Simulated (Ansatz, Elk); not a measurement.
# How far do independent atoms describe LiCu4Bi?

The structure of LiCu4Bi used here is made up (a known structure type with other elements) and was relaxed beforehand with PBEsol. The aim is the Fourier transform of its all-electron density, F(hkl), set beside the sum over free spherical atoms that refinements use.

Main program and level: Elk 11.2.3 (patched build); DFT, PBE, all-electron APW+lo, Dirac cores, scalar-relativistic bands, static density, no spin.

The structure was built from a prototype and need not be the compound's stable phase.

### Step 1. The structure

It takes space group F-43m (No. 216, cubic). Conventional cell: a = 7.022 Å, b = 7.022 Å, c = 7.022 Å, α = 90.00°, β = 90.00°, γ = 90.00°. Nearest to Bi lie 12 Cu at 2.91 Å and 4 Li at 3.04 Å. Cu has 6 Cu at 2.46 to 2.50 Å and 3 Li at 2.91 Å and 3 Bi at 2.91 Å nearest. Li has 12 Cu at 2.91 Å and 4 Bi at 3.04 Å nearest. Farther neighbours are not listed.

### Step 2. Ground state and structure factors

An all-electron density is needed, since X-rays see the cores too. Task 0 finds the density and task 195 Fourier-transforms it; tshift is off so that phases refer to the origin typed.

elk.in

```
tasks
  0
  195

xctype
  20

spinpol
  .false.

rgkmax
  7.0

gmaxvr
  14.0

lmaxo
  7

lmaxapw
  8

swidth
  0.002

tshift
  .false.

ramdisk
  .false.

hmaxvr
  5.5

maxscl
  120

epspot
  1e-06

sppath
  './'

avec
  0.00000000000 6.63445290060 6.63445290060
  6.63445290060 0.00000000000 6.63445290060
  6.63445290060 6.63445290060 0.00000000000

atoms
  3
  'Bi.in'
  1
  -0.0000000000 0.0000000000 -0.0000000000   0.000000 0.000000 0.000000
  'Cu.in'
  4
  0.6239289932 0.6239289932 0.1282130203   0.000000 0.000000 0.000000
  0.6239289932 0.1282130203 0.6239289932   0.000000 0.000000 0.000000
  0.6239289932 0.6239289932 0.6239289932   0.000000 0.000000 0.000000
  0.1282130203 0.6239289932 0.6239289932   0.000000 0.000000 0.000000
  'Li.in'
  1
  0.2500000000 0.2500000000 0.2500000000   0.000000 0.000000 0.000000

ngridk
  6 6 6
```

Launch:

```
OMP_NUM_THREADS=4 elk
```

Numbers of over 12 decimals in the logs are rounded to 6 here.

The log of the run:

```text
┌─────────────────────────┐
│ Elk code version 11.2.3 │
└─────────────────────────┘

All units are atomic (Hartree, Bohr, etc.)

┌─────────────────────────────────────────────────┐
│ Ground-state run starting from atomic densities │
└─────────────────────────────────────────────────┘

Lattice vectors :
   0.000000000       6.634452901       6.634452901
   6.634452901       0.000000000       6.634452901
   6.634452901       6.634452901       0.000000000

Reciprocal lattice vectors :
 -0.4735270113      0.4735270113      0.4735270113
  0.4735270113     -0.4735270113      0.4735270113
  0.4735270113      0.4735270113     -0.4735270113

Unit cell volume      :    584.0436972
Brillouin zone volume :   0.4247117376

Muffin-tin inner radius fraction :   0.1000000000E-01

Nuclei treated as point charges

Species : 1 (Bi)
 parameters loaded from : Bi.in
 name : bismuth
 nuclear charge    :   -83.00000000
 electronic charge :    83.00000000
 atomic mass :    380947.9285
 muffin-tin radius :    2.800000000
 number of radial points in muffin-tin :   1393
 inner part over the whole radius :   0.9976520004E-02
 number on inner part of muffin-tin    :   1001
 approximate nuclear radius :   0.1052171418E-03
 number of mesh points to nuclear radius :    526
 atomic positions (lattice), magnetic fields (Cartesian) :
  1 :   0.00000000  0.00000000  0.00000000    0.00000000  0.00000000  0.00000000

Species : 2 (Cu)
 parameters loaded from : Cu.in
 name : copper
 nuclear charge    :   -29.00000000
 electronic charge :    29.00000000
 atomic mass :    115837.2717
 muffin-tin radius :    2.300535804
 number of radial points in muffin-tin :    993
 inner part over the whole radius :   0.9860430214E-02
 number on inner part of muffin-tin    :    700
 approximate nuclear radius :   0.7406004541E-04
 number of mesh points to nuclear radius :    337
 atomic positions (lattice), magnetic fields (Cartesian) :
  1 :   0.62392899  0.62392899  0.12821302    0.00000000  0.00000000  0.00000000
  2 :   0.62392899  0.12821302  0.62392899    0.00000000  0.00000000  0.00000000
  3 :   0.62392899  0.62392899  0.62392899    0.00000000  0.00000000  0.00000000
  4 :   0.12821302  0.62392899  0.62392899    0.00000000  0.00000000  0.00000000

Species : 3 (Li)
 parameters loaded from : Li.in
 name : lithium
 nuclear charge    :   -3.000000000
 electronic charge :    3.000000000
 atomic mass :    12652.66898
 muffin-tin radius :    1.800000000
 number of radial points in muffin-tin :    593
 inner part over the whole radius :   0.9806707936E-02
 number on inner part of muffin-tin    :    401
 approximate nuclear radius :   0.4000070961E-04
 number of mesh points to nuclear radius :    148
 atomic positions (lattice), magnetic fields (Cartesian) :
  1 :   0.25000000  0.25000000  0.25000000    0.00000000  0.00000000  0.00000000

Total number of atoms per unit cell :    6
Total muffin-tin volume :    320.3838947
 ratio of muffin-tin to unit cell volume :   0.5485615138

Spin treatment :
 spin-unpolarised

Number of Bravais lattice symmetries :   48
Number of crystal symmetries         :   24
Crystal has no inversion symmetry
Complex Hermitian eigensolver will be used

k-point grid :      6     6     6
k-point offset :    0.000000000       0.000000000       0.000000000
k-point set is reduced with full crystal symmetry group
Total number of k-points :       22

Muffin-tin radius times maximum |G+k| :    7.000000000
 using average radius
Maximum |G+k| for APW functions       :    3.043005665
Maximum (1/2)|G+k|²                   :    4.629941739
Maximum |G| for potential and density :    14.00000000
Constant for pseudocharge density :   10
 order of it for each species :   17  17  17
 order of it for pair densities of each species (exact exchange by exxq0 0: 18) :   14  10   4
Radial integration step length :    1

G-vector grid sizes :     42    42    42
Number of G-vectors :    26933

Maximum angular momentum used for
 APW functions            :    8
 outer part of muffin-tin :    7
[...]
Estimated indirect band gap :   0.2054954368E-02
 from k-point 22 to k-point 3
Estimated direct band gap   :   0.1247948529E-01
 at k-point 7

Charges :
 core                        :    116.0000000
 valence                     :    86.00000000
 interstitial                :    7.432900374
 muffin-tins (core leakage)
  species : 1 (Bi)
   atom 1                    :    81.49857200     (  0.7267050639E-03)
  species : 2 (Cu)
[...]
species : 3 (Li)
   atom 1                    :    2.203258873     (   0.000000000    )
 total in muffin-tins        :    194.5670996
 total calculated charge     :    201.9977402
 total charge                :    202.0000000
 error                       :   0.2259829581E-02

RMS change in Kohn-Sham potential (target) :    4.426306474     (  0.1000000000E-05)
Absolute change in total energy (target)   :    1.502236264     (  0.1000000000E-03)

[... loops 3 to 17 left out ...]

┌──────────────────┐
│ Loop number : 18 │
└──────────────────┘

Energies :
 Fermi                       :     0.252375
 sum of occupied eigenvalues :     -17166.046914696
 electron kinetic            :      31987.534603009
 core electron kinetic       :      31092.834542382
 Coulomb                     :     -59525.454157168
 Coulomb potential           :     -48277.508078907
 nuclear-nuclear             :     -2637.9728787413
 electron-nuclear            :     -65560.696679711
 Hartree                     :      8673.2154012847
 Madelung                    :     -35386.700117714
 xc potential                :     -876.07343879816
 exchange                    :     -660.46191822595
 correlation                 :     -10.812206358979
 electron entropic           :    -0.59946969284309E-03
 total energy                :     -28209.194278213

Density of states at Fermi energy :    51.11718412
 (states/Hartree/unit cell)

Estimated indirect band gap :   0.5138992863E-03
 from k-point 21 to k-point 11
Estimated direct band gap   :   0.1324313878E-01
 at k-point 11

Charges :
 core                        :    116.0000000
 valence                     :    86.00000000
 interstitial                :    6.170389260
 muffin-tins (core leakage)
  species : 1 (Bi)
[...]
species : 2 (Cu)
[...]
species : 3 (Li)
   atom 1                    :    2.138682199     (   0.000000000    )
 total in muffin-tins        :    195.8296107
 total calculated charge     :    201.9978781
 total charge                :    202.0000000
 error                       :   0.2121898785E-02

RMS change in Kohn-Sham potential (target) :   0.4861776337E-06 (  0.1000000000E-05)
Absolute change in total energy (target)   :   0.2843550101E-04 (  0.1000000000E-03)

Convergence targets achieved

┌──────────────────┐
│ Loop number : 19 │
└──────────────────┘

Energies :
 Fermi                       :     0.252375
 sum of occupied eigenvalues :     -17166.046908111
 electron kinetic            :      31987.534589841
 core electron kinetic       :      31092.834545201
 Coulomb                     :     -59525.454136513
 Coulomb potential           :     -48277.508086199
 nuclear-nuclear             :     -2637.9728787413
 electron-nuclear            :     -65560.696631239
 Hartree                     :      8673.2153734672
 Madelung                    :     -35386.700093414
 xc potential                :     -876.07341175310
 exchange                    :     -660.46191645525
 correlation                 :     -10.812206347617
 electron entropic           :    -0.59946980576257E-03
 total energy                :     -28209.194268945

Density of states at Fermi energy :    51.11719280
 (states/Hartree/unit cell)

Estimated indirect band gap :   0.5138931770E-03
 from k-point 21 to k-point 11
Estimated direct band gap   :   0.1324313476E-01
 at k-point 11

Charges :
 core                        :    116.0000000
 valence                     :    86.00000000
 interstitial                :    6.170389720
 muffin-tins (core leakage)
  species : 1 (Bi)
[...]
species : 2 (Cu)
[...]
atom 2                    :    28.07751823     (  0.2765431913E-03)
   atom 3                    :    28.07751823     (  0.2765431913E-03)
   atom 4                    :    28.07751823     (  0.2765431913E-03)
  species : 3 (Li)
   atom 1                    :    2.138682217     (   0.000000000    )
 total in muffin-tins        :    195.8296103
 total calculated charge     :    201.9978781
 total charge                :    202.0000000
 error                       :   0.2121898842E-02

┌──────────────────────────────┐
│ Self-consistent loop stopped │
└──────────────────────────────┘

Warning : core states of species 1 leak from the muffin-tin :   0.6845028246E-03

Warning : core states of species 2 leak from the muffin-tin :   0.2765431913E-03

Wrote STATE.OUT
```

Elapsed: 45 s, on 4 threads of Arm Neoverse V2, shared host; peak memory 0.25 GiB; 2.2 min of CPU time.

SFACRHO.OUT:

```text

h k l indices transformed by vhmat matrix:
   1.000000000       0.000000000       0.000000000    
   0.000000000       1.000000000       0.000000000    
   0.000000000       0.000000000       1.000000000    

      h      k      l  multipl.   |H|            Re(F)            Im(F)           |F|

      0      0      0      1   0.0000000       202.00000      0.39579181E-16   202.00000    
      1      1      1      4  0.82017284       38.633279       34.214694       51.605964    
      1      0      0      4  0.82017284       38.633279      -34.214694       51.605964    
      0     -1     -1      6  0.94705402       74.330981      0.44391863E-09   74.330981    
      1      2      1     12   1.3393366       71.804679     -0.11809374E-09   71.804679    
      0     -1     -2     12   1.5705114       97.909732       32.726734       103.23447    
     -1     -1      1     12   1.5705114       97.909732      -32.726734       103.23447    
     -2      0      0      4   1.6403457       64.791272      -85.824798       107.53513    
      0      2      0      4   1.6403457       64.791272       85.824798       107.53513    
      2      2      0      6   1.8941080      -15.421366      0.50713247E-07   15.421366    
     -3     -1     -1     12   2.0640564       35.343021       26.685477       44.285932    
     -2     -2     -3     12   2.0640564       35.343021      -26.685477       44.285932    
     -1      1      2     24   2.1176772       58.609642      0.32442096E-09   58.609642    
      2      3      3     12   2.3197991       60.343068      -1.9325395       60.374006    
      1      0      3     12   2.3197991       60.343068       1.9325395       60.374006    
      3      1      3     12   2.4605185       83.221548      -24.701918       86.810200    
     -1     -3     -3     12   2.4605185       83.221548       24.701918       86.810200    
      0      0      3      4   2.4605185       80.573093      -27.353877       85.089705
```

Elk indexes on the primitive cell of elk.in and gives |H| = 4π sin θ/λ in inverse bohr. Below, one row stands for each form hkl of the conventional cell (m members, Friedel mates merged), F is for one primitive cell and the density is static (no thermal factor). Free-atom factors are Waasmaier and Kirfel's, and R is Σm||F|−|F'||/Σm|F|.

```tsv
hkl	m	sin θ/λ (Å⁻¹)	abs F, DFT	neutral atoms	diff.	abs of complex diff.
111	8	0.123	51.606	51.727	-0.121	0.195
200	6	0.142	74.331	74.438	-0.107	0.107
220	12	0.201	71.805	71.846	-0.041	0.041
311	24	0.236	103.234	103.935	-0.700	0.772
222	8	0.247	107.535	108.703	-1.167	1.429
400	6	0.285	15.421	16.567	-1.145	1.145
331	24	0.310	44.286	44.226	+0.060	0.463
420	24	0.319	58.610	58.581	+0.029	0.029
422	24	0.349	60.374	60.366	+0.008	0.025
511	24	0.370	86.810	87.007	-0.197	0.231
333	8	0.370	85.090	85.307	-0.217	0.254
440	12	0.403	122.046	122.276	-0.230	0.230
531	48	0.421	37.641	37.608	+0.033	0.048
442	24	0.427	53.528	53.504	+0.024	0.044
600	6	0.427	50.172	50.128	+0.044	0.044
620	24	0.450	53.605	53.593	+0.012	0.012
533	24	0.467	75.186	75.168	+0.019	0.022
622	24	0.472	76.399	76.368	+0.031	0.034
```

### Step 3. The highest occupied states alone

An energy window below the Fermi level keeps the highest occupied states, to see at which angles they scatter; shallow core shells can lie inside it and anion s states outside. No new self-consistency is needed.

Changes to elk.in since step 2:

```diff
@@ -1,3 +1,2 @@
 tasks
-  0
   195
@@ -40,2 +39,5 @@
 
+wsfac
+  -0.298860 0.552370
+
 sppath
```

Launch:

```
OMP_NUM_THREADS=4 elk
```

The log of the run:

```text
┌─────────────────────────────────┐
│ Elk code version 11.2.3 started │
└─────────────────────────────────┘

Info(readinput): the functional depends on the density's gradient
 muffin-tin radial points multiplied by    2.00000
 (not where nrmtscf is given)

┌────────────────────┐
│ Current task : 195 │
└────────────────────┘
Info(checkmt): changed muffin-tin radius of species 2 (Cu) from   2.4000 to   2.3005

Info(sfacrho): density structure factors written to SFACRHO.OUT

 Energy window :  -0.2988600000      0.5523700000

┌──────────────────┐
│ Elk code stopped │
└──────────────────┘
```

Wall time 12 s (4 threads); peak memory 0.16 GiB; 16 s of CPU time.

States within 15 eV below the Fermi level hold 50.00 electrons; any levels below the window count with the cores. Their amplitudes can exceed the total, where window and core parts have opposite phase:

```tsv
hkl	sin θ/λ (Å⁻¹)	abs F, window	abs F, all
111	0.123	16.159	51.606
200	0.142	1.781	74.331
220	0.201	0.333	71.805
311	0.236	11.720	103.234
222	0.247	22.600	107.535
400	0.285	19.854	15.421
331	0.310	9.081	44.286
420	0.319	0.369	58.610
422	0.349	0.429	60.374
511	0.370	7.124	86.810
```

### Step 4. Another functional

The difference from free atoms is small, so it is set against the change that PBEsol makes.

Changes to elk.in since step 3:

```diff
@@ -1,2 +1,3 @@
 tasks
+  0
   195
@@ -4,3 +5,3 @@
 xctype
-  20
+  22
 
@@ -39,5 +40,2 @@
 
-wsfac
-  -0.298860 0.552370
-
 sppath
```

Launch:

```
OMP_NUM_THREADS=4 elk
```

The log of the run:

```text
┌─────────────────────────┐
│ Elk code version 11.2.3 │
└─────────────────────────┘

All units are atomic (Hartree, Bohr, etc.)

┌─────────────────────────────────────────────────┐
│ Ground-state run starting from atomic densities │
└─────────────────────────────────────────────────┘

Lattice vectors :
   0.000000000       6.634452901       6.634452901
   6.634452901       0.000000000       6.634452901
   6.634452901       6.634452901       0.000000000

Reciprocal lattice vectors :
 -0.4735270113      0.4735270113      0.4735270113
[...]
atom 4                    :    28.07654078     (  0.2820511115E-03)
  species : 3 (Li)
   atom 1                    :    2.136438417     (   0.000000000    )
 total in muffin-tins        :    195.8271390
 total calculated charge     :    201.9978441
 total charge                :    202.0000000
 error                       :   0.2155852914E-02

┌──────────────────────────────┐
│ Self-consistent loop stopped │
└──────────────────────────────┘

Warning : core states of species 1 leak from the muffin-tin :   0.6892691203E-03

Warning : core states of species 2 leak from the muffin-tin :   0.2820511115E-03

Wrote STATE.OUT
[key lines of the parts left out:]
total energy                :     -28198.061578011
```

The job ended after 44 s (4 threads; peak memory 0.26 GiB).

Against the first run R = 0.01 %; the largest change is -0.038 at 440.

### Step 5. Basis size

The basis and the expansions that go with it are enlarged, to see whether the differences are converged.

Changes to elk.in since step 4:

```diff
@@ -5,3 +5,3 @@
 xctype
-  22
+  20
 
@@ -11,12 +11,12 @@
 rgkmax
-  7.0
+  8.5
 
 gmaxvr
-  14.0
+  18.0
 
 lmaxo
-  7
+  9
 
 lmaxapw
-  8
+  10
```

Launch:

```
OMP_NUM_THREADS=4 elk
```

The log of the run:

```text
┌─────────────────────────┐
│ Elk code version 11.2.3 │
└─────────────────────────┘

All units are atomic (Hartree, Bohr, etc.)

┌─────────────────────────────────────────────────┐
│ Ground-state run starting from atomic densities │
└─────────────────────────────────────────────────┘

Lattice vectors :
   0.000000000       6.634452901       6.634452901
   6.634452901       0.000000000       6.634452901
   6.634452901       6.634452901       0.000000000

Reciprocal lattice vectors :
 -0.4735270113      0.4735270113      0.4735270113
[...]
atom 4                    :    28.08598736     (  0.2767998881E-03)
  species : 3 (Li)
   atom 1                    :    2.139140946     (   0.000000000    )
 total in muffin-tins        :    195.8679540
 total calculated charge     :    201.9981929
 total charge                :    202.0000000
 error                       :   0.1807057967E-02

┌──────────────────────────────┐
│ Self-consistent loop stopped │
└──────────────────────────────┘

Warning : core states of species 1 leak from the muffin-tin :   0.6847979361E-03

Warning : core states of species 2 leak from the muffin-tin :   0.2767998881E-03

Wrote STATE.OUT
[key lines of the parts left out:]
total energy                :     -28209.222029650
```

Run time: 1.9 min. Hardware: 4 threads; peak memory 0.51 GiB; 5.6 min of CPU time.

Against the first run R = 0.00 %; the largest change is -0.011 at 440.

### Step 6. Settings against the effect

```tsv
run	R against the first run (%)	R against neutral atoms, low angle (%)	wall time
PBE, rgkmax 7	0.00	0.68	45 s
PBEsol	0.01	0.70	44 s
rgkmax 8.5 with larger expansions	0.00	0.68	1.9 min
```

### Step 7. Outcome

```json
{
  "R against neutral atoms, sin θ/λ < 0.3 Å⁻¹": "0.68 %",
  "R against neutral atoms, 0.3 to 0.82 Å⁻¹": "0.13 %"
}
```

What this shows: Independent neutral atoms miss the calculated amplitudes by R = 0.68 % below 0.3 Å⁻¹ and 0.13 % from there to 0.82 Å⁻¹; by shells, 0.19 % below 0.15 Å⁻¹ (2 forms), 0.78 % 0.15 to 0.3 (4 forms), 0.12 % 0.3 to 0.45 (9 forms), 0.13 % above 0.45 (49 forms). Bonding, aspherical density and the tables' own atoms all enter these figures, and the runs don't part them. The largest change of an amplitude is -1.17 electrons, at 222. R counts amplitudes alone; phases shift too. The window's part falls from 50.0 electrons at the origin to at most 9.34 between 0.45 and 0.82 Å⁻¹, where compact states inside the window still scatter. Below 0.3 Å⁻¹ the changes that finished (PBEsol and rgkmax 8.5 with larger expansions) move F by R = 0.02 % at most, against the 0.68 % that separates it from free atoms. The k-mesh has no finished test. These runs have no spin, though d or f shells may be open. Spin-orbit coupling is left out, which can matter for elements this heavy. Part of the difference isn't bonding: the tables are fits to free atoms and ions calculated by other methods than this functional. Thermal motion, anomalous dispersion and extinction are left out.

[Logs are printed without paths, hosts, clocks, repeated set-up lines and the standing remarks that a program may print on its own settings, such as how far it seeks lower states.]

[Hosts, paths, dates, database ids (printed as entryN), source tags and the programs' standing remarks are cut or masked in the printed files.]
